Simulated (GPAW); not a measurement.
**STM contrast on a 8-layer slab of Li(100)**

Aim: Tersoff-Hamann images of a 8-layer slab of Li(100) at several biases.

Program: GPAW 26.7.0. Level of theory: GPAW, PAW setups; slab in vacuum, relaxation, in the first sound run; inputs show where later runs differ. Results are calculated unless marked as measured.

## (1) Starting point

The cell holds 8 atoms: 8 Li. Its edges and angles: a = 3.490 Å, b = 3.490 Å, c = 26.215 Å, α = 90.0°, β = 90.0°, γ = 90.0°. Vacuum lies along c.

## (2) Relaxing the atoms

Forces are removed first; all later runs use this geometry. The lowest 4 atoms are held at bulk positions and keep their forces.

run.py

```python
import json
import numpy as np
from ase import Atoms
from ase.constraints import FixAtoms
from ase.optimize import BFGS
from gpaw import GPAW, PW

slab = Atoms(
    ['Li', 'Li', 'Li', 'Li', 'Li', 'Li', 'Li', 'Li'],
    positions=[
        [1.74500, 1.74500, 7.00000],
        [0.00000, 0.00000, 8.74500],
        [1.74500, 1.74500, 10.49000],
        [0.00000, 0.00000, 12.23500],
        [1.74500, 1.74500, 13.98000],
        [0.00000, 0.00000, 15.72500],
        [1.74500, 1.74500, 17.47000],
        [0.00000, 0.00000, 19.21500]],
    cell=[[3.49, 0.0, 0.0], [0.0, 3.49, 0.0], [0.0, 0.0, 26.215]],
    pbc=[True, True, False])

slab.calc = GPAW(mode=PW(400), xc='PBE', kpts={'size': (9, 9, 1), 'gamma': True},
                 occupations={'name': 'fermi-dirac', 'width': 0.1}, nbands='300%',
                 convergence={'density': 1e-05}, maxiter=200,
                 poissonsolver={'dipolelayer': 'xy'},
                 symmetry={'tolerance': 1e-3, 'extra_ids': [1, 1, 1, 1, 0, 0, 0, 0]}, txt='slab.txt')
result = {}
slab.set_constraint(FixAtoms([0, 1, 2, 3]))
path = []
opt = BFGS(slab, maxstep=0.2)
opt.attach(lambda: path.append((slab.get_potential_energy(), slab.positions.tolist(), slab.get_forces().tolist())))
result['relaxed'] = bool(opt.run(fmax=0.03, steps=40))
result['path'] = path
energy = slab.get_potential_energy()
fermi = slab.calc.get_fermi_level()
v = slab.calc.get_electrostatic_potential().mean((0, 1)) - fermi
n = slab.calc.get_pseudo_density().mean((0, 1))
L = slab.cell[2, 2]
z = np.arange(len(v)) * L / len(v)
low, high = slab.positions[:, 2].min(), slab.positions[:, 2].max()
below, above = np.interp([low - 4.8, high + 4.8], z, v)
slopes = [np.interp(x, z, np.gradient(v, z)) for x in (low - 4.8, high + 4.8)]
eps = np.array([[slab.calc.get_eigenvalues(k, s) for k in range(len(slab.calc.get_ibz_k_points()))]
                for s in range(slab.calc.get_number_of_spins())]) - fermi
top, bottom = eps[eps < 0].max(), eps[eps > 0].min()
dipole = slab.get_dipole_moment()[2]
print(f'energy {energy:.4f} eV, Fermi level {fermi:.4f} eV, dipole {dipole:.5f} e A')
print(f'potential 4.8 A off the faces, from the Fermi level: lower {below:.4f} eV, upper {above:.4f} eV')
print(f'slope of the potential there: lower {slopes[0]:.5f}, upper {slopes[1]:.5f} eV/A')
print(f'nearest levels on the mesh: {top:.4f} and {bottom:.4f} eV')
print('magnetic moment', round(slab.get_magnetic_moment(), 3))
result.update(energy=energy, fermi=fermi, dipole=dipole, below=below, above=above, slopes=slopes, edges=[top, bottom],
              z=z.tolist(), v=v.tolist(), n=n.tolist(), positions=slab.positions.tolist(),
              forces=slab.get_forces(apply_constraint=False).tolist(), moments=slab.get_magnetic_moments().tolist())
json.dump(result, open('result.json', 'w'))
```

The run is started by

```console
> OMP_NUM_THREADS=1 OPENBLAS_NUM_THREADS=1 python run.py
```

Log:

```text
Step          Energy          fmax
BFGS:    0      -14.556001        0.076088
BFGS:    1      -14.556092        0.074609
BFGS:    2      -14.558392        0.038279
BFGS:    3      -14.558420        0.038083
BFGS:    4      -14.560202        0.041997
BFGS:    5      -14.560258        0.047369
BFGS:    6      -14.560373        0.053224
BFGS:    7      -14.560697        0.061854
BFGS:    8      -14.561316        0.067069
BFGS:    9      -14.562255        0.058939
BFGS:   10      -14.563012        0.034022
BFGS:   11      -14.563254        0.033556
BFGS:   12      -14.563301        0.034590
BFGS:   13      -14.563347        0.034317
BFGS:   14      -14.563481        0.032682
BFGS:   15      -14.563751        0.028752
energy -14.5002 eV, Fermi level -1.1885 eV, dipole 0.00089 e A
potential 4.8 A off the faces, from the Fermi level: lower 2.9920 eV, upper 2.9811 eV
slope of the potential there: lower -0.00240, upper 0.00246 eV/A
nearest levels on the mesh: -0.0534 and 0.0067 eV
magnetic moment 0.0
```

It took 5.7 min on 1 thread of Arm Neoverse V2, shared host; peak memory 0.22 GiB.

Step by step:

| step | energy less that of the first step (eV) | largest force (eV/Å) |
| --- | --- | --- |
| 1 | 0.0000 | 0.0761 |
| 2 | -0.0001 | 0.0746 |
| 3 | -0.0026 | 0.0383 |
| 4 | -0.0026 | 0.0381 |
| 5 | -0.0051 | 0.0420 |
| 6 | -0.0052 | 0.0474 |
| 7 | -0.0055 | 0.0532 |
| 8 | -0.0060 | 0.0619 |
| 9 | -0.0070 | 0.0671 |
| 10 | -0.0083 | 0.0589 |
| 11 | -0.0093 | 0.0340 |
| 12 | -0.0094 | 0.0336 |
| 13 | -0.0094 | 0.0346 |
| 14 | -0.0094 | 0.0343 |
| 15 | -0.0094 | 0.0327 |
| 16 | -0.0095 | 0.0288 |

The atoms that moved most (Å):

| atom | dx | dy | dz | length |
| --- | --- | --- | --- | --- |
| Li8 | 0.000 | 0.000 | -0.190 | 0.190 |
| Li7 | 0.000 | 0.000 | -0.182 | 0.182 |
| Li6 | 0.000 | 0.000 | -0.063 | 0.063 |
| Li5 | 0.000 | 0.000 | -0.020 | 0.020 |

Final coordinates:

```xyz
8
Lattice="3.4900 0.0000 0.0000 0.0000 3.4900 0.0000 0.0000 0.0000 26.2150" Properties=species:S:1:pos:R:3
Li    1.7450    1.7450    7.0000
Li    0.0000    0.0000    8.7450
Li    1.7450    1.7450   10.4900
Li    0.0000    0.0000   12.2350
Li    1.7450    1.7450   13.9601
Li    0.0000    0.0000   15.6616
Li    1.7450    1.7450   17.2880
Li    0.0000    0.0000   19.0250
```

This step gave:

```
dipole along the normal                    : 8.88e-4 e·Å
levels nearest the Fermi level on the mesh : -0.05339, 0.006679 eV from the Fermi level
upper work function                        : 2.981 eV
lower work function                        : 2.992 eV
```

The electrostatic potential energy of an electron (without an applied field's), less the Fermi level, planar mean oscillates, so the rows of the table below give means over windows of 1.68 Å about each position, cut where the curve ends. Its maxima inside the range that stand out by 2 % of the span (Å: eV): 7.9: 0.628, 9.6: 0.708, 11.3: 0.706, 13.1: 0.663, 14.8: 0.628, 16.5: 0.403, 18.1: 0.640. Its minima: 7.0: -1.67, 8.7: -1.27, 10.5: -1.29, 12.3: -1.31, 13.9: -1.32, 15.6: -1.30, 17.3: -1.30, 19.0: -1.65.

Electrostatic potential energy of an electron (without an applied field's), less the Fermi level, planar mean against z; means over each step:

| z (Å) | electrostatic potential energy of an electron (without an applied field's), less the Fermi level, planar mean (eV) |
| --- | --- |
| 0.84 | 2.99 |
| 2.52 | 2.99 |
| 4.20 | 2.91 |
| 5.88 | 1.47 |
| 7.56 | -0.384 |
| 9.24 | -0.194 |
| 10.92 | -0.206 |
| 12.60 | -0.248 |
| 14.28 | -0.269 |
| 15.96 | -0.364 |
| 17.64 | -0.268 |
| 19.32 | -0.242 |
| 21.00 | 2.61 |
| 22.68 | 2.97 |
| 24.36 | 2.98 |
| 26.04 | 2.98 |

Pseudo valence density, planar mean against z:

z (Å), pseudo valence density, planar mean (e/Å³) and a bar:
```
      1.0     0.0000 
      1.5     0.0000 
      2.0     0.0000 
      2.5     0.0000 
      3.0     0.0001 
      3.5     0.0003 
      4.0     0.0008 
      4.5     0.0019 #
      5.0     0.0045 ##
      5.5     0.0097 #####
      6.0     0.0182 ##########
      6.5     0.0314 #################
      7.0     0.0309 #################
      7.5     0.0506 ############################
      8.0     0.0534 #############################
      8.5     0.0455 #########################
      9.0     0.0448 #########################
      9.5     0.0505 ############################
     10.0     0.0504 ############################
     10.5     0.0375 #####################
     11.0     0.0507 ############################
     11.5     0.0508 ############################
     12.0     0.0439 ########################
     12.5     0.0452 #########################
     13.0     0.0514 ############################
     13.5     0.0506 ############################
     14.0     0.0389 #####################
     14.5     0.0522 #############################
     15.0     0.0530 #############################
     15.5     0.0435 ########################
     16.0     0.0501 ############################
     16.5     0.0535 ##############################
     17.0     0.0484 ###########################
     17.5     0.0460 #########################
     18.0     0.0544 ##############################
     18.5     0.0514 ############################
     19.0     0.0314 #################
     19.5     0.0318 ##################
     20.0     0.0187 ##########
     20.5     0.0100 ######
     21.0     0.0047 ###
     21.5     0.0020 #
     22.0     0.0008 
     22.5     0.0003 
     23.0     0.0001 
     23.5     0.0000 
     24.0     0.0000 
     24.5     0.0000 
     25.0     0.0000
```

The relaxation lowered the energy of the cell by 0.00953 eV (energies extrapolated to zero smearing; the optimiser's log prints free energies). The largest force left on a free atom is 0.029 eV/Å.

(Part 1 of 2 ends here.)

[Logs are printed without paths, hosts, clocks, repeated set-up lines and the standing remarks that a program may print on its own settings, such as how far it seeks lower states.]

[Hosts, paths, dates, database ids (printed as entryN), source tags and the programs' standing remarks are cut or masked in the printed files.]
